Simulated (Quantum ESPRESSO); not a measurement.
# NiO: which magnetic order is lowest

Wanted: the moments of NiO and the energy of each order that was tried.

Calculated with Quantum ESPRESSO 7.5; PBE; plane waves with GBRV 1.5 PBE potentials, no spin-orbit coupling.

Report form: the programs' logs are mostly left out.

## 1. The structure

The structure is cubic, space group Fm-3m (No. 225). Conventional cell: a = 4.172 Å, b = 4.172 Å, c = 4.172 Å, α = 90.00°, β = 90.00°, γ = 90.00°. Nearest to Ni lie 6 O at 2.09 Å. O has 6 Ni at 2.09 Å nearest. Farther neighbours and most contacts between anions are not listed.

The cell comes from the Crystallography Open Database.

## 2. Run 1 (ferro +)

The signs are those of the starting moments on the seeded atoms, the atoms that are given a moment.

Input file pw.in:

```
&CONTROL
  calculation = 'scf'
  prefix = 'pwscf'
  outdir = './tmp'
  pseudo_dir = './pseudo'
  disk_io = 'nowf'
/
&SYSTEM
  ibrav = 0
  celldm(1) = 8
  nat = 2
  ntyp = 2
  ecutwfc = 40
  ecutrho = 280
  nbnd = 20
  occupations = 'smearing'
  smearing = 'fd'
  degauss = 0.00734986
  nspin = 2
  starting_magnetization(1) = 0.1111
  starting_magnetization(2) = 0
/
&ELECTRONS
  conv_thr = 4d-09
  electron_maxstep = 150
  mixing_beta = 0.3
/
ATOMIC_SPECIES
Ni     58.6934 ni_pbe_v1.4.uspp.F.UPF
O      15.9990 o_pbe_v1.2.uspp.F.UPF
CELL_PARAMETERS alat
   0.0000000000000    0.4927228531442    0.4927228531442
   0.4927228531442    0.0000000000000    0.4927228531442
   0.4927228531442    0.4927228531442    0.0000000000000
ATOMIC_POSITIONS crystal
Ni      0.0000000000    0.0000000000    0.0000000000
O       0.5000000000    0.5000000000    0.5000000000
K_POINTS automatic
8 8 8 0 0 0
```

Run with:

```
OMP_NUM_THREADS=1 mpirun -n 4 pw.x -nk 4 -in pw.in > pw.out
```

Elapsed: 5.1 s, on 4 MPI ranks of Arm Neoverse V2, shared host; peak memory 0.24 GiB; 20 s of CPU time.

Spin moment in the atom's sphere by atom:

| atom | spin moment in the atom's sphere (μB) |
| --- | --- |
| Ni1 | 1.10 |
| O2 | 0.19 |

Numbers from this step:

```
smearing term TS       : 0.05992 eV
magnetization          : 1.325 μB
absolute magnetization : 1.334 μB
final state            : ferromagnetic
```

## 3. Start 2: antiferro q=(0,1/2,1/2) +−

The cell is doubled to 4 atoms to hold this order. The wavevector q is in fractions of the reciprocal vectors of the crystal's primitive cell, as the cells of these inputs are built from it; moments change sign between cells as cos(2π q·R).

Input file pw.in:

```
&CONTROL
  calculation = 'scf'
  prefix = 'pwscf'
  outdir = './tmp'
  pseudo_dir = './pseudo'
  disk_io = 'nowf'
/
&SYSTEM
  ibrav = 0
  celldm(1) = 8
  nat = 4
  ntyp = 3
  ecutwfc = 40
  ecutrho = 280
  nbnd = 33
  occupations = 'smearing'
  smearing = 'fd'
  degauss = 0.00734986
  nspin = 2
  starting_magnetization(1) = 0.1111
  starting_magnetization(2) = -0.1111
  starting_magnetization(3) = 0
/
&ELECTRONS
  conv_thr = 8d-09
  electron_maxstep = 150
  mixing_beta = 0.3
/
ATOMIC_SPECIES
Ni1    58.6934 ni_pbe_v1.4.uspp.F.UPF
Ni2    58.6934 ni_pbe_v1.4.uspp.F.UPF
O      15.9990 o_pbe_v1.2.uspp.F.UPF
CELL_PARAMETERS alat
   0.0000000000000    0.4927228531442    0.4927228531442
   0.9854457062883    0.0000000000000    0.9854457062883
   0.9854457062883    0.4927228531442    0.4927228531442
ATOMIC_POSITIONS crystal
Ni1     0.0000000000    0.0000000000    0.0000000000
Ni2     0.0000000000    0.5000000000    0.0000000000
O       0.5000000000    0.0000000000    0.5000000000
O       0.5000000000    0.5000000000    0.5000000000
K_POINTS automatic
8 4 8 0 0 0
```

Run time: 33 s. Hardware: 4 MPI ranks; peak memory 0.38 GiB.

Spin moment in the atom's sphere by atom:

| atom | spin moment in the atom's sphere (μB) |
| --- | --- |
| Ni1 | 0.760 |
| Ni2 | -0.760 |
| O3 | -0.044 |
| O4 | 0.044 |

Numbers from this step:

```
smearing term TS       : 0.1197 eV
magnetization          : 0 μB
absolute magnetization : 1.685 μB
final state            : antiferromagnetic
```

## 4. Run 3 (antiferro q=(0,0,1/2) +−)

This order needs a doubled cell of 4 atoms.

Edit pw.in of step 3 so:

```diff
@@ -34,10 +34,10 @@
    0.0000000000000    0.4927228531442    0.4927228531442
-   0.9854457062883    0.0000000000000    0.9854457062883
-   0.9854457062883    0.4927228531442    0.4927228531442
+   0.4927228531442    0.0000000000000    0.4927228531442
+   0.9854457062883    0.9854457062883    0.0000000000000
 ATOMIC_POSITIONS crystal
 Ni1     0.0000000000    0.0000000000    0.0000000000
-Ni2     0.0000000000    0.5000000000    0.0000000000
-O       0.5000000000    0.0000000000    0.5000000000
-O       0.5000000000    0.5000000000    0.5000000000
+Ni2     0.0000000000    0.0000000000    0.5000000000
+O       0.5000000000    0.5000000000    0.2500000000
+O       0.5000000000    0.5000000000    0.7500000000
 K_POINTS automatic
-8 4 8 0 0 0
+8 8 4 0 0 0
```

Wall time 17 s (4 MPI ranks); peak memory 0.33 GiB; 66 s of CPU time.

Spin moment in the atom's sphere by atom:

| atom | spin moment in the atom's sphere (μB) |
| --- | --- |
| Ni1 | 1.33 |
| Ni2 | -1.33 |
| O3 | 0.00 |
| O4 | 0.00 |

This step gave:

```
smearing term TS       : 0.006987 eV
magnetization          : 0 μB
absolute magnetization : 2.955 μB
final state            : antiferromagnetic
```

## 5. Start 4: no spin polarisation

Input file pw.in:

```
&CONTROL
  calculation = 'scf'
  prefix = 'pwscf'
  outdir = './tmp'
  pseudo_dir = './pseudo'
  disk_io = 'nowf'
/
&SYSTEM
  ibrav = 0
  celldm(1) = 8
  nat = 2
  ntyp = 2
  ecutwfc = 40
  ecutrho = 280
  nbnd = 19
  occupations = 'smearing'
  smearing = 'fd'
  degauss = 0.00734986
/
&ELECTRONS
  conv_thr = 4d-09
  electron_maxstep = 150
  mixing_beta = 0.3
/
ATOMIC_SPECIES
Ni     58.6934 ni_pbe_v1.4.uspp.F.UPF
O      15.9990 o_pbe_v1.2.uspp.F.UPF
CELL_PARAMETERS alat
   0.0000000000000    0.4927228531442    0.4927228531442
   0.4927228531442    0.0000000000000    0.4927228531442
   0.4927228531442    0.4927228531442    0.0000000000000
ATOMIC_POSITIONS crystal
Ni      0.0000000000    0.0000000000    0.0000000000
O       0.5000000000    0.5000000000    0.5000000000
K_POINTS automatic
8 8 8 0 0 0
```

It took 2.4 s on 4 MPI ranks; peak memory 0.22 GiB.

This step gave:

| Quantity | Value |
| --- | --- |
| smearing term TS | 0.07341 eV |
| final state | non-magnetic (no spin polarisation) |

## 6. Ranking

An order is kept where moments of 0.15 μB or more survive with the typed signs; meshes match where a doubled cell samples the same k points as the first cell.

Orders:

| start | final state | typed order kept | energy over the lowest (meV a seeded atom) | largest site moment (μB) | net moment (μB a cell of the first run) | mesh matched | CPU time (s) |
| --- | --- | --- | --- | --- | --- | --- | --- |
| ferro + | ferromagnetic | yes | 239.8 | 1.099 | 1.325 | yes | 20.01 |
| antiferro q=(0,1/2,1/2) +- | antiferromagnetic | yes | 257.7 | 0.7605 | 0 | yes | 132.7 |
| antiferro q=(0,0,1/2) +- | antiferromagnetic | yes | 0 | 1.335 | 0 | yes | 66.06 |
| no spin polarisation | non-magnetic | - | 281.4 | 0 | 0 | yes | 9.41 |

## 7. The lowest state again, with its states saved

Input file pw.in:

```
&CONTROL
  calculation = 'scf'
  prefix = 'pwscf'
  outdir = './tmp'
  pseudo_dir = './pseudo'
  disk_io = 'low'
/
&SYSTEM
  ibrav = 0
  celldm(1) = 8
  nat = 4
  ntyp = 3
  ecutwfc = 40
  ecutrho = 280
  nbnd = 37
  occupations = 'smearing'
  smearing = 'fd'
  degauss = 0.00734986
  nspin = 2
  starting_magnetization(1) = 0.1111
  starting_magnetization(2) = -0.1111
  starting_magnetization(3) = 0
/
&ELECTRONS
  conv_thr = 8d-09
  electron_maxstep = 150
  mixing_beta = 0.3
/
ATOMIC_SPECIES
Ni1    58.6934 ni_pbe_v1.4.uspp.F.UPF
Ni2    58.6934 ni_pbe_v1.4.uspp.F.UPF
O      15.9990 o_pbe_v1.2.uspp.F.UPF
CELL_PARAMETERS alat
   0.0000000000000    0.4927228531442    0.4927228531442
   0.4927228531442    0.0000000000000    0.4927228531442
   0.9854457062883    0.9854457062883    0.0000000000000
ATOMIC_POSITIONS crystal
Ni1     0.0000000000    0.0000000000    0.0000000000
Ni2     0.0000000000    0.0000000000    0.5000000000
O       0.5000000000    0.5000000000    0.2500000000
O       0.5000000000    0.5000000000    0.7500000000
K_POINTS automatic
8 8 4 0 0 0
```

Elapsed: 18 s, on 4 MPI ranks; peak memory 0.34 GiB; 71 s of CPU time.

This step gave:

```
smearing term TS       : 0.006982 eV
magnetization          : 0 μB
absolute magnetization : 2.956 μB
final state            : antiferromagnetic
largest moment         : 1.335 μB
```

## 8. Projections on atomic orbitals

projwfc.x projects the saved states on orthogonalised atomic orbitals of the pseudopotential files.

Wall time 1.5 s (4 MPI ranks); peak memory 0.06 GiB; 6 s of CPU time.

| atom | moment in the sphere (μB) | Löwdin moment (μB) | Löwdin charge (e) |
| --- | --- | --- | --- |
| Ni1 | 1.335 | 1.322 | 17.678 |
| Ni2 | -1.335 | -1.322 | 17.678 |
| O3 | 0.000 | 0.000 | 6.269 |
| O4 | 0.000 | 0.000 | 6.269 |

## 9. Spin–orbit coupling, moments along [001]

Fully relativistic PseudoDojo files and two-component spinors; the moments start along the axis and are free to turn.

Input file pw.in:

```
&CONTROL
  calculation = 'scf'
  prefix = 'pwscf'
  outdir = './tmp'
  pseudo_dir = './pseudo_fr'
  disk_io = 'nowf'
/
&SYSTEM
  ibrav = 0
  celldm(1) = 8
  nat = 4
  ntyp = 3
  ecutwfc = 98
  nbnd = 66
  occupations = 'smearing'
  smearing = 'fd'
  degauss = 0.00734986
  noncolin = .true.
  lspinorb = .true.
  starting_magnetization(1) = 0.1111
  angle1(1) = 0
  angle2(1) = 0
  starting_magnetization(2) = 0.1111
  angle1(2) = 180
  angle2(2) = -180
  starting_magnetization(3) = 0
/
&ELECTRONS
  conv_thr = 8d-11
  electron_maxstep = 150
  mixing_beta = 0.3
/
ATOMIC_SPECIES
Ni1    58.6934 Ni.upf
Ni2    58.6934 Ni.upf
O      15.9990 O.upf
CELL_PARAMETERS alat
   0.0000000000000    0.4927228531442    0.4927228531442
   0.4927228531442    0.0000000000000    0.4927228531442
   0.9854457062883    0.9854457062883    0.0000000000000
ATOMIC_POSITIONS crystal
Ni1     0.0000000000    0.0000000000    0.0000000000
Ni2     0.0000000000    0.0000000000    0.5000000000
O       0.5000000000    0.5000000000    0.2500000000
O       0.5000000000    0.5000000000    0.7500000000
K_POINTS automatic
8 8 4 0 0 0
HUBBARD {ortho-atomic}
U Ni1-3d 0.0001
U Ni2-3d 0.0001
```

Elapsed: 40 min, on 4 MPI ranks; peak memory 1.6 GiB; 2.7 h of CPU time.

Spin moment in the atom's sphere by atom:

| atom | x (μB) | y (μB) | z (μB) | size |
| --- | --- | --- | --- | --- |
| Ni1 | 0.00 | 0.00 | 1.38 | 1.38 |
| Ni2 | 0.00 | 0.00 | -1.38 | 1.38 |
| O3 | 0.00 | 0.00 | 0.00 | 0.00 |
| O4 | 0.00 | 0.00 | 0.00 | 0.00 |

This step gave:

| Item | Value |
| --- | --- |
| smearing term TS | 0.003191 eV |
| magnetization | 0, 0, 0 μB |
| absolute magnetization | 3.061 μB |
| final state | antiferromagnetic |

Orbital moments, from the spinor occupation matrices of the projected shells that the run saves (a U of 0.0001 eV is typed only to have them written):

| atom | spin moment along the axis, in the sphere (μB) | orbital moment along the axis, projected shell (μB) |
| --- | --- | --- |
| Ni1 | 1.379 | 0.127 |
| Ni2 | -1.379 | -0.127 |

## 10. Summary of results

- lowest state found: antiferromagnetic (from antiferro q=(0,0,1/2) +-)
- largest site moment: 1.33 μB
- next state with moments: ferromagnetic, 240 meV a seeded atom higher
- state without moments: 281 meV a seeded atom higher
- orbital moment of Ni1 along its spin, axis [001]: 0.127 μB

In words: The largest moment reads 1.33 μB in the sphere and 1.32 μB by Löwdin projection; a site moment hangs on how space is shared out. The orbital moment of the largest spin is parallel to it; semilocal functionals usually give too small a size. This is the lowest of 4 collinear or spinless starts, no proof of the ground state. Energies are free energies at an electronic temperature of 1160 K, which lowers moments and differences where the moments are itinerant. No Hubbard term acts here. In such compounds local and semilocal functionals without one often delocalise the d electrons, and can shrink or lose moments and miss the size, sign and order of the couplings.

[Logs and program files are shortened in this print: banners, set-up blocks, solver, clock and traceback lines can be left out without a mark of their own.]

[Logs are printed without paths, hosts, clocks, repeated set-up lines and the standing remarks that a program may print on its own settings, such as how far it seeks lower states.]

[Hosts, paths, dates, database ids (printed as entryN), source tags and the programs' standing remarks are cut or masked in the printed files.]

[Where a cell is said to come from a database of computed structures, the database is the Materials Project.]
